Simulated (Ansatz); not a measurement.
# Be4Sb2Se (built on the sites of a database entry of Ca4Sb2O): phonons and vibrational spectra, part 2 of 2

How does Be4Sb2Se (built on the sites of a database entry of Ca4Sb2O) vibrate, and is this structure a minimum?

Ansatz 0.2.0; DFT LDA, scalar-relativistic, plane waves, norm-conserving pseudopotentials.

So far. Step 4 (Relaxing to small forces for the phonons): The largest force component left is 0.78 meV/Å and the pressure is 0.001 GPa, within the tolerances set. The cell now holds 17.50 Å³/atom. The relaxed cell has a = 4.446, c = 12.397 Å (conventional setting).

The structure was built from a prototype and need not be the compound's stable phase.

### 5. Modes at Γ

The zone centre is the only wavevector solved here; it holds the modes that light can see, as far as symmetry allows. No field response is asked, since the mesh shows no gap.

Input file input.yaml:

```yaml
crystal:
  lattice:
    - [-2.2229795193, 2.2229795193, 6.1987300739]
    - [2.2229795193, -2.2229795193, 6.1987300739]
    - [2.2229795193, 2.2229795193, -6.1987300739]
  atoms:
    - { symbol: Be, position: [0.5, 0.0, 0.5] }
    - { symbol: Be, position: [0.0, 0.5, 0.5] }
    - { symbol: Be, position: [0.327226484, 0.327226484, 0.0] }
    - { symbol: Be, position: [0.672773516, 0.672773516, 0.0] }
    - { symbol: Sb, position: [0.1384922213, 0.1384922213, 0.0] }
    - { symbol: Sb, position: [0.8615077787, 0.8615077787, 0.0] }
    - { symbol: Se, position: [0.5, 0.5, 0.0] }
kpoints:
  mp_grid: { grid: [12, 12, 12] }
hamiltonian:
  xc: lda
  pseudopotentials: { kind: nc }
scf:
  occupations: { method: methfessel_paxton, width: 0.2 }
output:
  eigenvalues: true
phonons:
  method: dfpt
```

The run is started by

```bash
> ansatz run input.yaml --threads 8 --pin off --max-ram 14336MiB --backend cpu --events-out ev --progress --plain --runs-dir out
```

Output:

```text
zone centre: on kpoints.mp_grid the ground state, and the responses unless they are solved on pairs of k-points, stand on 280 of the mesh's 1728 k-points, reduced under 4 symmetry operations, with k and −k counted as one. Each operation leaves every solved displacement unchanged or reverses it
[...]
Crystal: 7 atoms, lattice volume = 122.528 Å³
Basis set: ecut = 1197.300995 eV, 11563 PW (Γ), exchange–correlation on 160×160×160 points (8 copies of the dense FFT grid, shifted against one another)
Bands: 38, of which v1, the nominal top of the filled ones, is band 31 counted from 1 (30 counted from 0)
Symmetry: 16 space group operations
k-points: 280 of 1728 (irreducible under 4 space group operations, time reversal used)
[...]
SCF iter   1: F=—  HF=-9736.479814 eV  |F-HF|=—  |Δ(HF+E_count)|=         —  Δρ=4.19e-2  dr2=4.16e0  ethr=3.10e-3  ⟨swp⟩=9.1  Hψ=54570  notcnv=0
[...]
SCF iter  11: F=-9735.211294 eV  HF=-9735.211294 eV  |F-HF|=0.00e0  |Δ(HF+E_count)|=  1.09e-11  S|Δr|=    0.00e0  Δρ=7.74e-8  dr2=5.89e-12  ethr=1.00e-12  ⟨swp⟩=17.5  Hψ=76271  notcnv=0
SCF 1 converged in 11 iterations: F = -9735.211294 eV  dr2 = 5.89e-12
DFPT response loops at Γ: preconditioner auto → Kerker (q_TF=auto, 2.435 Å⁻¹) (partly filled bands, converged f_vac=0.000); β = 1.00, the filter's whole step (`scf.mixing.beta` (0.50) is not read by the response loops under this deck's `scf.mixing.preconditioner`; to damp them name `kerker` or `kerker_dos`, under which they read `scf.mixing.beta`, and type it under 1.00, their step now; both keys bind the ground state too); Broyden in place of MSR1
the response loops of the zone centre start from zero, take more passes and end by a threshold: the memory limit or budget leaves too little room for the subspace of the ground state's own states beside the solves, or none could be made (phonons.method)
SCF converged after 11 iterations
[...]
Free energy (F): -9735.211294 eV
[...]
Internal energy: -9735.214335 eV  (E = F + TS)
E sigma→0 (E₀):  -9735.212054 eV
Entropy (-TS):   0.003041 eV (0.434 meV/atom)
Fermi energy:    9.050920 eV
[...]
--- Band table (eV; the first three rows and the last of 280) ---
  k-point 0: bands = [... 27 lower, 7.0689, 8.2756, 8.3241, 8.8641, 8.8641, 10.4505, 11.0922, 12.3745, ... 3 higher]
  k-point 1: bands = [... 27 lower, 7.3630, 8.1407, 8.2558, 8.2579, 9.2139, 10.8668, 11.1102, 12.5749, ... 3 higher]
  k-point 2: bands = [... 27 lower, 7.0397, 7.5443, 8.3029, 8.7434, 9.9625, 10.7671, 11.6063, 11.6882, ... 3 higher]
  k-point 279: bands = [... 27 lower, 7.7990, 7.7990, 8.2016, 8.7182, 8.8235, 8.8235, 10.9748, 11.1552, ... 3 higher]
--- Phonons (Γ-DFPT): 9 representative perturbations + reference, on 280 of 1728 k-points (Σ response iterations 69) ---
  k mesh reduced under 4 symmetry operations, with k and −k counted as one. Each operation leaves every solved displacement unchanged or reverses it
  ASR residual: 1.141e-4 → 0.000e0 eV/Å²; symmetrization residual: 3.789e-5 eV/Å²
  ASR residual per site (eV/Å²): 3.92e-5 3.92e-5 1.54e-5 1.54e-5 9.44e-5 9.44e-5 1.14e-4
  Γ frequencies (cm⁻¹): -353.07 -353.07 -314.13 -314.13 -241.83 -185.32 -185.32 -165.64 0.00 0.00 0.00 66.10 66.10 85.96 85.96 139.40 151.63 467.30 467.30 597.95 629.50
  non-analytic LO–TO correction: not included (Born effective charges unavailable; polar crystals: no LO–TO splitting at Γ)
```

Run time: 11 min. Hardware: 8 threads of AMD EPYC 9B45 (Zen 5), shared host; peak memory 11 GiB.

In the SCF lines HF is the Harris–Foulkes energy and dr2 the Hartree energy of the density residual, in eV; the loop may stop once dr2 is under the threshold and the program's other checks hold. Hψ counts applications of the Hamiltonian.

This step gave:

- sum-rule residual before enforcement: 1.14e-4 eV/Å²
- point group: 4/mmm
- highest optical mode at the zone centre (no LO-TO term): 629.5 cm⁻¹
- lowest optical zone-centre mode: -353.1 cm⁻¹

Patterns of degenerate modes are one choice out of their space. Modes at Γ, with each element's share of the kinetic energy (negative means imaginary):

```tsv
mode	frequency (cm⁻¹)	symmetry	Be %	Sb %	Se %
1	-353.1	Eu	95	1	4
2	-353.1	Eu	95	1	4
3	-314.1	Eg	100	0	0
4	-314.1	Eg	100	0	0
5	-241.8	B2u	100	0	0
6	-185.3	Eu	88	0	12
7	-185.3	Eu	88	0	12
8	-165.6	A2u	84	0	16
9	0.0	acoustic	10	68	22
10	0.0	acoustic	10	68	22
11	0.0	acoustic	10	68	22
12	66.1	Eg	0	100	0
13	66.1	Eg	0	100	0
14	86.0	Eu	16	31	53
15	86.0	Eu	16	31	53
16	139.4	A1g	2	98	0
17	151.6	A2u	12	30	57
18	467.3	Eu	91	0	9
19	467.3	Eu	91	0	9
20	598.0	A1g	98	2	0
21	629.5	A2u	93	2	5
```

Displacements in mode 2 (-353.1 cm⁻¹), the largest set to 1:
```
Be1  0.00 -0.16  0.00
Be2  0.00 -0.06  0.00
Be3  0.00  1.00  0.00
Be4  0.00  1.00  0.00
Sb5  0.00 -0.03  0.00
Sb6  0.00 -0.03  0.00
Se7  0.00 -0.10  0.00
```

Displacements in mode 19 (467.3 cm⁻¹), the largest set to 1:
```
Be1 -0.03 -0.08  0.00
Be2  0.00  1.00  0.00
Be3  0.00 -0.02  0.00
Be4  0.00 -0.02  0.00
Sb5  0.00  0.00  0.00
Sb6  0.00  0.00  0.00
Se7  0.00 -0.11  0.00
```

Before it was imposed, the acoustic sum rule was missed by 1.1e-4 eV/Å². Small misses are needed for a sound result but don't prove that mesh and cutoff are converged. The lowest optical mode is imaginary, 353.1i cm⁻¹, so the energy falls along it.

### 6. Isotope substitution, element Sb, natural mass 121.76 amu

An isotope changes the mass and not the force constants, so no new electronic calculation is needed; the shifts show which modes move this element.

The same force constants with the mass of Sb changed from 121.760 to 122.904 u (phonopy, no LO-TO term). Both lists are sorted by frequency; levels can cross, so a row need not hold one and the same mode. Modes under 3 cm⁻¹ are left out. Isotope shifts, by row:

```tsv
q	rank	natural mass (cm⁻¹)	changed mass (cm⁻¹)
0 0 0	1	-353.1	-353
0 0 0	2	-353.1	-353
0 0 0	3	-314.1	-314.1
0 0 0	4	-314.1	-314.1
0 0 0	5	-241.8	-241.8
0 0 0	6	-185.3	-185.3
0 0 0	7	-185.3	-185.3
0 0 0	8	-165.6	-165.6
0 0 0	12	66.1	65.79
0 0 0	13	66.1	65.79
0 0 0	14	85.96	85.84
0 0 0	15	85.96	85.84
0 0 0	16	139.4	138.8
0 0 0	17	151.6	151.4
0 0 0	18	467.3	467.3
0 0 0	19	467.3	467.3
0 0 0	20	598	597.9
0 0 0	21	629.5	629.5
```

A mode of this element alone would shift by -0.47 %. The highest zone-centre frequency without the field goes from 629.5 to 629.5 cm⁻¹ (-0.0 %).

### 7. Another isotope, element Se, natural mass 78.971 amu

The same for Se, from 78.97 to 81.92 u.

The same force constants with the mass of Se changed from 78.971 to 81.917 u (phonopy, no LO-TO term). Both lists are sorted by frequency; levels can cross, so a row need not hold one and the same mode. Modes under 3 cm⁻¹ are left out. Isotope shifts, by row:

```tsv
q	rank	natural mass (cm⁻¹)	changed mass (cm⁻¹)
0 0 0	1	-353.1	-352.8
0 0 0	2	-353.1	-352.8
0 0 0	3	-314.1	-314.1
0 0 0	4	-314.1	-314.1
0 0 0	5	-241.8	-241.8
0 0 0	6	-185.3	-184.9
0 0 0	7	-185.3	-184.9
0 0 0	8	-165.6	-165.2
0 0 0	12	66.1	66.1
0 0 0	13	66.1	66.1
0 0 0	14	85.96	85.13
0 0 0	15	85.96	85.13
0 0 0	16	139.4	139.4
0 0 0	17	151.6	150.1
0 0 0	18	467.3	466.5
0 0 0	19	467.3	466.5
0 0 0	20	598	598
0 0 0	21	629.5	628.9
```

A mode of this element alone would shift by -1.81 %. The highest zone-centre frequency without the field goes from 629.5 to 628.9 cm⁻¹ (-0.1 %).

### 8. Results

* space group after relaxation (within 0.01 Å): I4/mmm
* volume per atom: 17.5 Å³
* electronic character: no gap on this mesh
* highest optical mode at the zone centre (no LO-TO term): 630 cm⁻¹
* lowest optical zone-centre mode: -353 cm⁻¹
* imaginary modes at Γ (the only wavevector solved): yes

What this shows: A zone-centre mode is imaginary (353.1i cm⁻¹), so this structure is not a minimum of the energy. The optical modes at Γ span -353 to 630 cm⁻¹ (negative means imaginary). No dispersion was computed. The highest mode in this list at Γ, 629.5 cm⁻¹, is mostly motion of Be (93 % of the kinetic energy). With no gap, or one that is small against the smearing, the frequencies hang on the k mesh and the smearing, most of all near Kohn anomalies. Spin-orbit coupling is left out, which can matter for the heavy elements here. The starting cell was built on a prototype and not taken from a measurement, so the phase need not exist. These are harmonic frequencies at zero temperature: anharmonic shifts, linewidths and thermal expansion are left out.

[Logs are printed without paths, hosts, clocks, repeated set-up lines and the standing remarks that a program may print on its own settings, such as how far it seeks lower states.]

[Hosts, paths, dates, database ids (printed as entryN), source tags and the programs' standing remarks are cut or masked in the printed files.]
